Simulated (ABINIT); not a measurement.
Computed results, one entry a study.

### MgO (Periclase): a self-consistent loop beyond G0W0, cycle by cycle

It takes space group Fm-3m (No. 225, cubic). The conventional cell has a = 4.217 Å, b = 4.217 Å, c = 4.217 Å, α = 90.00°, β = 90.00°, γ = 90.00°. Nearest to Mg lie 6 O at 2.11 Å. Nearest to O lie 6 Mg at 2.11 Å. Farther neighbours, and contacts between anions beyond the nearest, are not listed.

```
method         : RPA screening on PBE from quasiparticle energies, plane waves, norm-conserving pseudopotentials (and 5 further levels or steps)
program        : ABINIT 10.8.3
settings       : cutoff 38 Ha, PseudoDojo scalar-relativistic 0.4.1 standard, norm-conserving, ngkpt (6, 6, 6), nband 146, ecuteps 9.6 Ha, gwcalctyp 10, inclvkb 2, shiftk (0, 0, 0), symchi 1, awtr 1, frequency ppm, cycle 2, q points all but q = 0, 6×6×6 k-mesh
cost           : 12 runs, 38 min in all on 8 MPI ranks of Arm Neoverse V2, shared host
notes          : The database entry behind the starting cell differs from other determinations of this structure. The cell and positions come from the Crystallography Open Database and are kept as given unless a step says otherwise. The first cycle of evGW0 takes the full correction, without the factor Z, so it overshoots the one-shot value.
G0W0           : 7.053 eV
evGW0, cycle 1 : 7.552 eV
evGW0, cycle 2 : 7.431 eV
evGW0, cycle 3 : 7.431 eV
evGW, cycle 1  : 8.057 eV
evGW, cycle 2  : 8.147 eV
known limits   : short of the basis limit
```

Only the bands that the input lists are updated; the higher empty ones keep the functional's energies. The evGW loop starts from the last levels of evGW0, so its cycles and time come on top of those.

[Long decimals in the printed logs are rounded to 6 places.]

[Logs are printed without paths, hosts, clocks, repeated set-up lines and the standing remarks that a program may print on its own settings, such as how far it seeks lower states.]

[Paths, hosts, dates, memory and timing lines, banners, echoed tables and standing remarks are left out of the program output; an Ansatz launch command may be rebuilt from the run's recorded settings. Measured values are a selection of at most five: reports struck by readers or far from the other reports are left out. None is set beside runs whose start may be inverted or whose files or cutoffs have a known fault.]

[Runs of the session that timed out or met a known fault of the program may be left out.]

[Hosts, paths, dates, database ids (printed as entryN), source tags and the programs' standing remarks are cut or masked in the printed files.]

[G0W0 gaps are taken among the corrected bands and points alone; a level outside them can change the order at an edge.]

[Where Ansatz stands beside ABINIT at settings called matched, ABINIT's density can come from a denser mesh and the files from another edition; pairs whose starting gaps differed by over 0.03 eV were left out, so agreement reads better than it is.]
